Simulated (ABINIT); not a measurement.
# Calculated records

### Quasiparticle gap of CsSnI3 (Pm-3m) in ABINIT

The structure is cubic, space group Pm-3m (No. 221). The conventional cell has a = 6.286 Å, b = 6.286 Å, c = 6.286 Å, α = 90.00°, β = 90.00°, γ = 90.00°. Nearest to Cs lie 12 I at 4.45 Å. Nearest to Sn lie 6 I at 3.14 Å. Nearest to I lie 2 Sn at 3.14 Å and 4 Cs at 4.45 Å. Farther neighbours, and contacts between anions beyond the nearest, are not listed.

```yaml
method: RPA screening on PBE, plane waves, norm-conserving pseudopotentials (and 2 further levels or steps)
program: ABINIT 10.8.3
settings: cutoff 38 Ha, PseudoDojo scalar-relativistic 0.4 stringent, norm-conserving, ngkpt (2, 2, 2), nband 355, ecuteps 4.8 Ha, inclvkb 2, shiftk (0, 0, 0), symchi 1, awtr 1, frequency ppm, 2×2×2 k-mesh
cost: 4 runs, 50 min in all on 4 MPI ranks of Intel Xeon Platinum 8259CL at 2.50GHz (Skylake/Cascade Lake), shared host
notes: The cell and positions are those that the Materials Project relaxed with its own functionals (PBE, PBE+U or r2SCAN), kept fixed. Limits: screening runs away on this mesh; no spin-orbit coupling. The 2×2×2 mesh is coarse for this cell, which bears on the long-range parts of exchange and screening. On this mesh the RPA ε∞ passes 90, more than nearly any semiconductor shows; a coarse mesh does this where one point with a narrow direct gap carries much weight. The screening is then too strong, and the G0W0 gap should not be taken as the material’s.
pbe_gap: 0.48 eV, direct
g0w0_gap_on_the_mesh: 0.97 eV
gw_settings: 2×2×2 mesh, 355 bands, screening to 130.6 eV, Godby-Needs plasmon pole
known_limits: short of the basis limit; screening runs away on this mesh; no spin-orbit coupling; coarse k mesh
```

G0W0 moves the gap on the mesh from 0.48 eV to 0.97 eV (+0.48 eV), with Z of 0.79 and 0.79 at the edges. Local fields lower the RPA ε∞ on this mesh from 133.73 to 108.78; a Γ-centred mesh this coarse tends to raise both, most where the direct gap is narrow, while a short band sum lowers them.

[Long decimals in the printed logs are rounded to 6 places.]

[Logs are printed without paths, hosts, clocks, repeated set-up lines and the standing remarks that a program may print on its own settings, such as how far it seeks lower states.]

[Paths, hosts, dates, memory and timing lines, banners, echoed tables and standing remarks are left out of the program output; an Ansatz launch command may be rebuilt from the run's recorded settings. Measured values are a selection of at most five: reports struck by readers or far from the other reports are left out. None is set beside runs whose start may be inverted or whose files or cutoffs have a known fault.]

[Runs of the session that timed out or met a known fault of the program may be left out.]

[Hosts, paths, dates, database ids (printed as entryN), source tags and the programs' standing remarks are cut or masked in the printed files.]

[G0W0 gaps are taken among the corrected bands and points alone; a level outside them can change the order at an edge.]

[Where Ansatz stands beside ABINIT at settings called matched, ABINIT's density can come from a denser mesh and the files from another edition; pairs whose starting gaps differed by over 0.03 eV were left out, so agreement reads better than it is.]
